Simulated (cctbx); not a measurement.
# Reading a Patterson map

Space group I4/mmm (no. 139), a = 5.2960 Å, b = 5.2960 Å, c = 17.7900 Å, α = 90.00°, β = 90.00°, γ = 90.00°, content Ta4 Ba8 O2.

Simulated single-crystal data (cctbx): synchrotron X-rays, λ = 0.4959 Å, to d = 0.65 Å, 50 % of the full sphere, strongest reflection 70000 counts, noise from counting, a 2 % proportional error and a noise floor of 8 counts (s.d.); no absorption, some extinction.

Patterson synthesis, origin scaled to 1000:

```text
Patterson group I 4/m m m
      u       v       w   height  length (A)
  0.000   0.000   0.000   1000.0     0.00
  0.000   0.500   0.142    351.7     3.66
  0.000   0.000   0.474    350.3     8.43
  0.000   0.000   0.194    312.1     3.45
  0.000   0.000   0.273    212.7     4.86
  0.000   0.000   0.338     74.6     6.02
  0.000   0.193   0.000     22.8     1.02
  0.083   0.167   0.000     18.1     0.99
  0.000   0.224   0.393     17.1     7.09
  0.000   0.260   0.046     17.0     1.60
  0.000   0.253   0.099     16.4     2.22
  0.000   0.266   0.238     16.2     4.47
  0.000   0.209   0.192     15.8     3.60
  0.000   0.273   0.476     15.7     8.58
```

**Question.** Which atom pairs make the peaks, and where is the heaviest atom?

A peak at u stands for all pairs with xi − xj = u, with weight Σ ZiZj against Σ Z² = 46532 at the origin. Peak heights follow these weights only roughly, since form factors, motion and series ripples differ, all vectors within 0.55 Å of a peak are counted as merged into it though the farther ones add only part of their weight, and F(000) is left out, which lowers the whole map:

| u | v | w | shortest length (Å) | height | 1000 ΣZiZj/ΣZ² | pairs in the cell |
| --- | --- | --- | --- | --- | --- | --- |
| 0.000 | 0.500 | 0.142 | 3.66 | 352 | 621 | 4 × Ta–Ba, 4 × Ba–Ba |
| 0.000 | 0.000 | 0.474 | 3.77 | 350 | 621 | 4 × Ta–Ba, 4 × Ba–Ba |
| 0.000 | 0.000 | 0.194 | 3.45 | 312 | 390 | 4 × Ta–Ba, 4 × Ba–O |
| 0.000 | 0.000 | 0.273 | 4.86 | 213 | 229 | 2 × Ta–Ta |
| 0.000 | 0.000 | 0.338 | 4.73 | 75 | 185 | 2 × Ba–Ba, 4 × Ta–O |

The table stops at ten peaks or at a height of 45, below which ripples compete. In the model behind the data Ta, the heaviest element, has 1 independent site: (0, 0, 0.3635), up to an allowed shift of origin; the Ta–Ta vectors are differences of these positions and their symmetry mates. The whole model:

```csv
atom,mult.,x,y,z,Ueq (Å²)
Ta1,4,0,0,0.3635,0.0140
Ba1,4,0,0,0.1689,0.0146
Ba2,4,0,1/2,0,0.0128
O1,2,0,0,0,0.0249
```

This is a model crystal, built by substitution and not relaxed, with assumed displacement parameters.

[Logs are printed without paths, hosts, clocks, repeated set-up lines and the standing remarks that a program may print on its own settings, such as how far it seeks lower states.]
